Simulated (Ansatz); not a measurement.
# Site preference of a vacancy of Al in glassy 60SiO2-30Al2O3-5Li2O-5TiO2 (mol %) (72 atoms): runs compared

Aim: make a vacancy of Al at several sites of glassy 60SiO2-30Al2O3-5Li2O-5TiO2 (mol %) (72 atoms), relax each, and compare their energies.

Computed with Ansatz 0.2.0: Kohn-Sham DFT, revPBE, PAW (set soft_2), plane waves.

### Step 1. The cell as built

The cell holds 72 atoms: 12 Si, 12 Al, 2 Li, 1 Ti and 45 O. Cell: a = 9.574 Å, b = 9.574 Å, c = 9.574 Å, α = 90.0°, β = 90.0°, γ = 90.0°. 72 atoms (12 Si, 12 Al, 2 Li, 1 Ti, 45 O) placed at random at 2.57 g/cm³, melted at 4000 K for 10 ps at fixed volume with the Morse and Coulomb pair potential with partial charges (Pedone, Malavasi, Menziani, Cormack and Segre, J. Phys. Chem. B 110, 11780 (2006)). Quenched from 4000 K to 300 K at 20 K/ps and fixed volume, held 10 ps at zero pressure.

What the set-up can't give: The quench rate of 20 K/ps is many orders above laboratory rates, so the cell is likely richer in defects and strain than a real sample. The network of bonds at the start is that of the classical potential that made the cell, and needn't be the one that DFT or experiment would give. The Brillouin zone is sampled at Γ only, in a cell whose shortest periodic width is 10 Å.

### Step 2. The reference run

The reference is a single point at the end of the relaxation.

Every defect cell starts from the geometry of this run and is relaxed in the fixed cell.

Its input, with most atom lines left out:

```yaml
crystal:
  lattice:
    - [9.57354, 0.0, 0.0]
    - [0.0, 9.57354, 0.0]
    - [0.0, 0.0, 9.57354]
  atoms:
    - { symbol: Si, position: [0.55905, 0.87109, 0.44069] }
    - { symbol: Si, position: [0.43998, 0.89628, 0.83426] }
    - { symbol: Si, position: [0.67377, 0.98377, 0.17921] }
    - { symbol: Si, position: [0.57368, 0.61765, 0.92789] }
    - { symbol: Si, position: [0.92543, 0.57695, 0.52223] }
    - { symbol: Si, position: [0.61372, 0.58109, 0.5963] }
    - { symbol: Si, position: [0.37526, 0.42493, 0.10109] }
    [... atom lines 8 to 72 left out ...]
kpoints:
  mp_grid: { grid: [1, 1, 1] }
hamiltonian:
  xc: revpbe
scf:
  occupations: { method: gaussian, width: 0.025 }
output:
  forces: true
  stress: true
  populations: true
  dos:
    method: { smearing: { sigma: 0.15 } }
    de: 0.1
    projected: { site_lists: { Al: [Al], Li: [Li], O: [O], Si: [Si], Ti: [Ti] } }
  eigenvalues: true
  write_density: true
  write_potential: true
  volumetric_format: npy
  elf: true
```

| Item | Value |
| --- | --- |
| free energy per atom | -593.3425 eV/atom |
| r.m.s. force component | 0.01357 eV/Å |
| pressure | 5.13 GPa |

Filled and empty levels are parted by 2.51 eV (at Γ alone); a semilocal functional tends to put such gaps too low. In a disordered cell it changes from sample to sample, and tail or defect levels can set it.

### Step 3. The runs

Each row is one run, on 4 threads of Intel Xeon Platinum 8488C (Sapphire Rapids), shared host. The free energy is the program's total, comparable only between runs with the same functional, potentials and atoms.

| run | atoms | outcome | ionic steps, all passes | free energy (eV) | time | host memory (GiB) |
| --- | --- | --- | --- | --- | --- | --- |
| Single point at the start | 72 | converged | - | -42715.352 | 4 s | 1.1 |
| Relaxation | 72 | converged | 29 | -42720.657 | 93 s | 1.1 |
| Single point at the relaxed geometry | 72 | converged | - | -42720.657 | 7.3 s | 1.1 |
| Vacancy of Al, site Al17 | 71 | converged | 42 | -42171.829 | 7.6 min | 1.6 |
| Vacancy of Al, site Al16 | 71 | converged | 59 | -42172.164 | 10 min | 1.7 |
| Vacancy of Al, site Al18 | 71 | converged | 21 | -42169.614 | 4 min | 1.6 |
| Vacancy of Al, site Al21 | 71 | converged | 35 | -42170.822 | 6.9 min | 1.7 |
| Vacancy of Al, site Al13 | 71 | converged | 11 | -42171.779 | 2 min | 1.6 |
| Vacancy of Al, site Al23 | 71 | converged | 26 | -42170.459 | 5.1 min | 1.7 |

The surroundings of site Al16, the cheapest one, after relaxation: 11 atoms, nearest first, with positions taken from that point. Atoms keep their numbers of the cell before the removal, where the removed atom was number 16.

| atom | x | y | z | distance (Å) | bonds | moment (μB) |
| --- | --- | --- | --- | --- | --- | --- |
| O31 | -0.99 | 1.63 | -0.47 | 1.97 | 3 | 0.01 |
| O41 | 1.28 | -1.49 | 0.20 | 1.97 | 2 | 0.52 |
| O50 | 1.58 | 1.11 | -0.68 | 2.05 | 3 | 0.27 |
| O45 | -1.12 | -1.24 | -1.32 | 2.13 | 2 | 0.66 |
| O69 | -1.21 | 0.45 | 1.92 | 2.31 | 3 | 0.00 |
| Li26 | -1.90 | 0.45 | -1.63 | 2.54 | 4 | 0.00 |
| Si12 | -1.59 | 1.91 | 1.00 | 2.68 | 4 | 0.00 |
| Al19 | 0.45 | 2.23 | -1.49 | 2.72 | 5 | 0.00 |
| Al22 | 0.41 | 0.37 | 2.77 | 2.82 | 4 | 0.00 |
| O67 | 1.51 | 1.36 | 1.97 | 2.83 | 2 | 0.01 |
| Al13 | 0.39 | -2.42 | 1.46 | 2.85 | 5 | 0.00 |

The column of bonds counts only the pairs O-Si within 2.12 Å, O-Al within 2.43 Å, O-Li within 2.48 Å, O-Ti within 2.64 Å; other neighbours, such as metal atoms beside each other in a compound, aren't counted, and periodic images can show an atom twice.

### Step 4. The sites compared

All these cells hold the same atoms, so their energies can be compared with no chemical potential.

| site | neighbours | mean distance (Å) | atoms within 6 Å | energy over the best site (eV) | before relaxation (eV) | gain on relaxing (eV) | moment (μB) |
| --- | --- | --- | --- | --- | --- | --- | --- |
| Al16 | O6 | 1.97 | 77 | 0.00 | 0.97 | 3.29 | 3.0 |
| Al17 | O4 | 1.77 | 71 | 0.34 | 0.00 | 1.98 | 3.0 |
| Al13 | O5 | 1.89 | 77 | 0.39 | 0.03 | 1.96 | 3.0 |
| Al21 | O4 | 1.74 | 80 | 1.34 | 1.56 | 2.53 | 3.0 |
| Al23 | O4 | 1.77 | 73 | 1.71 | 0.80 | 1.41 | 3.0 |
| Al18 | O4 | 1.79 | 70 | 2.55 | 1.63 | 1.39 | 3.0 |

Neighbours are those of the relaxed host within 2.49 Å (O-Al); other pairs aren't counted.

### Step 5. Outcome

The cheapest site is Al16 (6 neighbours, O6); the dearest, Al18 (4 neighbours, O4), costs 2.6 eV more. By coordination the energies over the best site are 0.34 to 2.55 eV with 4 neighbours, 0.39 eV with 5 neighbours and 0.00 eV with 6 neighbours. The chemistry differs between sites, which can decide the order more than coordination does: at Al21 Li moved to within 0.2 Å of the empty place. At Al21 (largest move 3.7 Å) other atoms changed place, so the end state is more than the plain defect. Relaxation changes the order: the best site before relaxing was Al17.

Caveats: Defects are neutral and interact with their images. The reference ran with gaussian smearing of 0.025 eV, but 6 of the 6 defect cells with fermi-dirac smearing of 0.025 eV, spin polarised. In a disordered cell the relaxation can also rearrange atoms far from the site. In the spin-polarised runs the search for a state of lower energy was switched off. Only 6 of the 12 Al sites were tried; unless symmetry makes the others alike to these, a cheaper one may exist. A local or semilocal functional tends to spread out the unpaired spin of such defects. The pressure of 5.1 GPa shows the cell to be compressed for this functional.

The DFT runs together took 37 min of wall time.

[Logs are printed without paths, hosts, clocks, repeated set-up lines and the standing remarks that a program may print on its own settings, such as how far it seeks lower states.]

[Hosts, paths, dates, database ids (printed as entryN), source tags and the programs' standing remarks are cut or masked in the printed files.]
